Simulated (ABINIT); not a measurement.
# YVO4 (I4_1/amd): G0W0 with ABINIT, start to end, part 2 of 2

How does a plane-wave GW calculation on YVO4 (I4_1/amd) run from the first input to the gap?

ABINIT 10.8.3; PBEsol and many-body steps on it, plane waves. Known limits of the many-body steps: not at the basis limit; screening head approximate; d states lean on the start; coarse k mesh.

So far. Step 2 (Ground state): The gap is direct, at Γ. Step 3 (Empty states on the mesh, 2×2×2 mesh, 244 bands): On this mesh the gap is 2.931 eV.

## (4) Screening, 2×2×2 mesh, 222 bands, screening to 81.6 eV

The RPA dielectric matrix is built and inverted for each q.

This step: RPA screening on PBEsol with spin-orbit coupling, plane waves, norm-conserving pseudopotentials.

run.abi reads:

```
acell 3*1.0 Angstrom
rprim 
  -3.559150000000 3.559150000000 3.144650000000
  3.559150000000 -3.559150000000 3.144650000000
  3.559150000000 3.559150000000 -3.144650000000
ntypat 3
znucl 39 23 8
natom 12
typat 1 1 2 2 3 3 3 3 3 3 3 3
xred 
  0.750000000000 0.250000000000 0.500000000000
  0.000000000000 0.000000000000 0.000000000000
  0.500000000000 0.500000000000 0.000000000000
  0.250000000000 0.750000000000 0.500000000000
  0.510000000000 0.325800000000 0.184200000000
  0.075800000000 0.391600000000 0.315800000000
  0.141600000000 0.325800000000 0.815800000000
  0.075800000000 0.760000000000 0.684200000000
  0.240000000000 0.924200000000 0.315800000000
  0.674200000000 0.490000000000 0.815800000000
  0.608400000000 0.924200000000 0.684200000000
  0.674200000000 0.858400000000 0.184200000000
pp_dirpath "pseudos"
pseudos "Y.upf, V.upf, O.upf"
ecut 38
nspinor 2
ngkpt 2 2 2
nshiftk 1
shiftk 0 0 0
kptopt 1
chksymbreak 0
istwfk *1
occopt 1
irdwfk 1
optdriver 3
nband 222
ecuteps 3
inclvkb 0
awtr 1
symchi 1
indata_prefix "in"
outdata_prefix "out"
tmpdata_prefix "tmp"
```

On the command line:

```bash
OMP_NUM_THREADS=1 mpirun -n 4 abinit run.abi > log
```

Numbers of over 12 decimals in the logs are rounded to 6 here.

The program printed:

```text
.Version 10.8.3 of ABINIT. v10.8.2 released Aug 2026.

 Symmetries : space group I4_1/a m d (#141); Bravais tI (body-center tetrag.)
[... echo of the input left out ...]
== DATASET  1 ==================================================================
-   mpi_nproc: 4, omp_nthreads: 1 (-1 if OMP is not activated)

--- !DatasetInfo
iteration_state: {dtset: 1, }
dimensions: {natom: 12, nkpt: 4, mband: 222, nsppol: 1, nspinor: 2, nspden: 1, mpw: 12033, }
cutoff_energies: {ecut:  38.0, pawecutdg:  -1.0, }
electrons: {nelect:   9.60000000E+01, charge:   0.00000000E+00, occopt:   1.00000000E+00, tsmear:   1.00000000E-02, }

 SCREENING: Calculation of the susceptibility and dielectric matrices

 Based on a program developped by R.W. Godby, V. Olevano, G. Onida, and L. Reining.
 Incorporated in ABINIT by V. Olevano, G.-M. Rignanese, and M. Torrent.
.Using double precision arithmetic ; gwpc =  8

[... cell and pseudopotentials left out ...]
--------------------------------------------------------------------------------

 ==== K-mesh for the wavefunctions ====
 Number of points in the irreducible wedge :     4
[... list of points left out ...]
 Together with 16 symmetry operations and time-reversal symmetry
 yields     8 points in the full Brillouin Zone.

 ==== Q-mesh for the screening function ====
 Number of points in the irreducible wedge :     4
[... list of points left out ...]
 Together with 16 symmetry operations and time-reversal symmetry
 yields     8 points in the full Brillouin Zone.

 setmesh: FFT mesh size selected  =    36x   36x   36
          total number of points  =        46656

 vcoul_init : cutoff-mode = AUXILIARY_FUNCTION
 q-points for optical limit:   1
     1)      0.000010    0.000020    0.000030

- screening: taking advantage of time-reversal symmetry
- Maximum band index for partially occupied states nbvw = 96
- Remaining bands to be divided among processors   nbcw = 126
- Number of bands treated by each node ~31

 Number of electrons calculated from density =   96.0000; Expected =   96.0000
 average of density, n =  0.089279
 r_s =    1.3880
 omega_plasma =   28.8224 [eV]

 calculating chi0 at frequencies [eV] :
  1    0.000000E+00    0.000000E+00
  2    0.000000E+00    2.882242E+01

--------------------------------------------------------------------------------
  q-point number  1        q = ( 0.000000, 0.000000, 0.000000) [r.l.u.]
--------------------------------------------------------------------------------
[... chi0 elements left out ...]
 For q-point:  0.000010 0.000020 0.000030
  dielectric constant =   4.9747
  dielectric constant without local fields =   6.1028

  Average fulfillment of the sum rule on Im[epsilon] for q-point    1 :     33.71  [%]
[... wings left out ...]
  q-point number  2        q = ( 0.500000, 0.000000, 0.000000) [r.l.u.]
--------------------------------------------------------------------------------
[... chi0 elements left out ...]
  Average fulfillment of the sum rule on Im[epsilon] for q-point    2 :     40.15  [%]

 [... 2 further q-points ...]
```

Elapsed: 2.3 min, on 4 MPI ranks of Arm Neoverse V1, shared host; peak memory 4 GiB.

This step gave:

* ε∞ with local fields, on this mesh, along the program's q direction: 4.975
* the same without local fields: 6.103
* plasma frequency: 28.82 eV
* plane waves in the screening matrix: 273

Local fields lower ε∞ by 18 %. On a Γ-centred mesh this coarse the value itself is usually too large, while a short band sum pulls it down.

## (5) Self-energy, 2×2×2 mesh, 222 bands, screening to 81.6 eV

The self-energy is evaluated for the states that the input lists, and the levels follow from it, in one-shot runs by the linearised quasiparticle equation.

This step: G0W0 on PBEsol with spin-orbit coupling, plane waves, norm-conserving pseudopotentials.

Changes to run.abi since step 4:

```diff
@@ -34,8 +34,15 @@
 irdwfk 1
-optdriver 3
+optdriver 4
 nband 222
+gwcalctyp 0
+ecutsigx 38
+symsigma 0
+nkptgw 1
+kptgw 
+  0.0000000000 0.0000000000 0.0000000000
+bdgw 
+  91 100
 ecuteps 3
-inclvkb 0
-awtr 1
-symchi 1
+irdscr 1
+ppmodel 1
 indata_prefix "in"
```

The program printed:

```text
.Version 10.8.3 of ABINIT. v10.8.2 released Aug 2026.

 Symmetries : space group I4_1/a m d (#141); Bravais tI (body-center tetrag.)
[... echo of the input left out ...]
== DATASET  1 ==================================================================
-   mpi_nproc: 4, omp_nthreads: 1 (-1 if OMP is not activated)

--- !DatasetInfo
iteration_state: {dtset: 1, }
dimensions: {natom: 12, nkpt: 4, mband: 222, nsppol: 1, nspinor: 2, nspden: 1, mpw: 12033, }
cutoff_energies: {ecut:  38.0, pawecutdg:  -1.0, }
electrons: {nelect:   9.60000000E+01, charge:   0.00000000E+00, occopt:   1.00000000E+00, tsmear:   1.00000000E-02, }

 SIGMA: Calculation of the GW corrections

 Based on a program developped by R.W. Godby, V. Olevano, G. Onida, and L. Reining.
 Incorporated in ABINIT by V. Olevano, G.-M. Rignanese, and M. Torrent.
.Using double precision arithmetic ; gwpc =  8

[... cell and pseudopotentials left out ...]
--------------------------------------------------------------------------------

 ==== K-mesh for the wavefunctions ====
 Number of points in the irreducible wedge :     4
[... list of points left out ...]
 Together with 16 symmetry operations and time-reversal symmetry
 yields     8 points in the full Brillouin Zone.

 ==== Q-mesh for screening function ====
 Number of points in the irreducible wedge :     4
[... list of points left out ...]
 Together with 16 symmetry operations and time-reversal symmetry
 yields     8 points in the full Brillouin Zone.

 vcoul_init : cutoff-mode = AUXILIARY_FUNCTION
 q-points for optical limit:   1
     1)      0.000010    0.000020    0.000030
 setmesh: FFT mesh size selected  =    60x   60x   60
          total number of points  =       216000

 Number of electrons calculated from density =   96.0000; Expected =   96.0000
 average of density, n =  0.089279
 r_s =    1.3880
 omega_plasma =   28.8224 [eV]

 === KS Band Gaps ===
  >>>> For spin  1
   Minimum direct gap =   2.9308 [eV], located at k-point      :   0.0000  0.0000  0.0000
   Fundamental gap    =   2.9308 [eV], Top of valence bands at :   0.0000  0.0000  0.0000
                                       Bottom of conduction at :   0.0000  0.0000  0.0000
 SIGMA fundamental parameters:
 PLASMON POLE MODEL  1
 number of plane-waves for SigmaX                12033
 number of plane-waves for SigmaC and W            273
 number of plane-waves for wavefunctions         12033
 number of bands                                   222
 number of independent spin polarizations            1
 number of spinorial components                      2
 number of k-points in IBZ                           4
 number of q-points in IBZ                           4
 number of symmetry operations                      16
 number of k-points in BZ                            8
 number of q-points in BZ                            8
 number of frequencies for dSigma/dE                 9
 frequency step for dSigma/dE [eV]                0.25
 number of omega for Sigma on real axis              0
 max omega for Sigma on real axis  [eV]           0.00
 zcut for avoiding poles [eV]                     0.10

 EPSILON^-1 parameters (SCR file):
 dimension of the eps^-1 matrix on file            273
 dimension of the eps^-1 matrix used               273
 number of plane-waves for wavefunctions         12033
 number of bands                                   222
 number of q-points in IBZ                           4
 number of frequencies                               2
 number of real frequencies                          1
 number of imag frequencies                          1

 matrix elements of self-energy operator (all in [eV])

 Perturbative Calculation

--- !SelfEnergy_ee
iteration_state: {dtset: 1, }
kpoint     : [   0.000,    0.000,    0.000, ]
spin       : 1
KS_gap     :    2.931
QP_gap     :    5.183
Delta_QP_KS:    2.252
data: !SigmaeeData |
     Band     E0 <VxcDFT>   SigX SigC(E0)      Z dSigC/dE  Sig(E)    E-E0       E
       91   2.984 -19.234 -23.852   4.835   0.780  -0.282 -19.064   0.170   3.154
       92   2.984 -19.234 -23.852   4.835   0.780  -0.282 -19.065   0.169   3.154
       93   2.986 -19.474 -24.122   4.881   0.779  -0.284 -19.293   0.181   3.166
       94   2.986 -19.474 -24.122   4.880   0.779  -0.284 -19.293   0.181   3.166
       95   3.376 -19.486 -24.153   4.882   0.777  -0.287 -19.319   0.167   3.543
       96   3.376 -19.486 -24.153   4.882   0.777  -0.287 -19.319   0.167   3.543
       97   6.307 -20.074 -13.011  -4.022   0.796  -0.257 -17.655   2.419   8.726
       98   6.307 -20.074 -13.011  -4.022   0.796  -0.257 -17.655   2.419   8.726
       99   7.033 -22.451 -14.681  -4.365   0.779  -0.283 -19.798   2.653   9.686
      100   7.033 -22.451 -14.681  -4.365   0.779  -0.283 -19.798   2.653   9.686

== END DATASET(S) ==============================================================
================================================================================

 -outvars: echo values of variables after computation  --------
           etotal      0.0000000000E+00
            nband         222
             nkpt           4
          spgroup         141
 [... the other variables as echoed above ...]

 Calculation completed.
```

The job ended after 62 s (4 MPI ranks; peak memory 4 GiB).

Numbers from this step:

```
G0W0 gap on the points computed              : 5.183 eV
starting gap on the mesh                     : 2.931 eV
k of the valence top                         : 0, 0, 0
k of the conduction bottom                   : 0, 0, 0
Z at the valence top                         : 0.777
Z at the conduction bottom                   : 0.796
least direct G0W0 gap on the computed points : 5.183 eV
```

The gap on the mesh goes from 2.93 eV to 5.18 eV, a correction of +2.25 eV.

Limits: finite bands, cutoff and mesh; screening head approximate; d states lean on the start; coarse k mesh. v1 is the top filled band, c1 the lowest empty one. Levels before and after the correction, in eV, zero at the valence-band top of each column:

```tsv
	conduction bottom	valence top
Kohn-Sham	2.93	0.00
G0W0	5.18	0.00
```

```tsv
	level	energy (eV)
Kohn-Sham	Γ v6-v5	-0.392
Kohn-Sham	Γ v4-v3	-0.390
Kohn-Sham	Γ v2-v1	0.000
Kohn-Sham	Γ c1-c2	2.931
Kohn-Sham	Γ c3-c4	3.657
G0W0	Γ v6-v5	-0.389
G0W0	Γ v4-v3	-0.377
G0W0	Γ v2-v1	0.000
G0W0	Γ c1-c2	5.183
G0W0	Γ c3-c4	6.143
```

## (6) Where the time went

Times are wall times on 4 MPI ranks of Arm Neoverse V1, shared host, good to a factor of about two.

```tsv
step	time	share	memory (GiB)
ground state	24 min	68 %	1.1
empty states on the mesh	7.8 min	22 %	0.82
screening	2.3 min	7 %	4.0
self-energy	62 s	3 %	4.0
```

## (7) Results

| Property | Result |
| --- | --- |
| PBEsol gap | 2.93 eV, direct |
| G0W0 gap on the mesh | 5.18 eV |
| GW settings | 2×2×2 mesh, 222 bands, screening to 81.6 eV, Godby-Needs plasmon pole |
| known limits | not at the basis limit; screening head approximate; d states lean on the start; coarse k mesh |

What this shows: G0W0 moves the gap on the mesh from 2.93 eV to 5.18 eV (+2.25 eV), with Z of 0.78 and 0.80 at the edges. Local fields lower the RPA ε∞ on this mesh from 6.10 to 4.97; a Γ-centred mesh this coarse tends to raise both, most where the direct gap is narrow, while a short band sum lowers them. Only 1 of the mesh's irreducible points was corrected, so a valley elsewhere could overtake. The dearest step here is «ground state». Bands and cutoff are finite, so the gap is not at the basis limit. The miss can reach some tenths of an eV and take either sign; the mesh is an error of its own. In the G0W0 run levels were corrected at 1 k point alone, so a gap called «on the mesh» is the least over those, and an edge elsewhere would be missed. The 2×2×2 mesh is coarse for this cell, which bears on the long-range parts of exchange and screening. The long-wavelength limit of the screening leaves out the non-local commutator, which shifts ε∞. With d states at the gap, one-shot GW leans hard on its start.

[Paths, hosts, dates, memory and timing lines, banners, echoed tables and standing remarks are left out of the program output.]

[Logs are printed without paths, hosts, clocks, repeated set-up lines and the standing remarks that a program may print on its own settings, such as how far it seeks lower states.]

[Runs of the session that timed out or met a known fault of the program may be left out.]

[Hosts, paths, dates, database ids (printed as entryN), source tags and the programs' standing remarks are cut or masked in the printed files.]

[G0W0 gaps are taken among the corrected bands and points alone; a level outside them can change the order at an edge.]

[Where Ansatz stands beside ABINIT at settings called matched, ABINIT's density can come from a denser mesh and the files from another edition; pairs whose starting gaps differed by over 0.03 eV were left out, so agreement reads better than it is.]
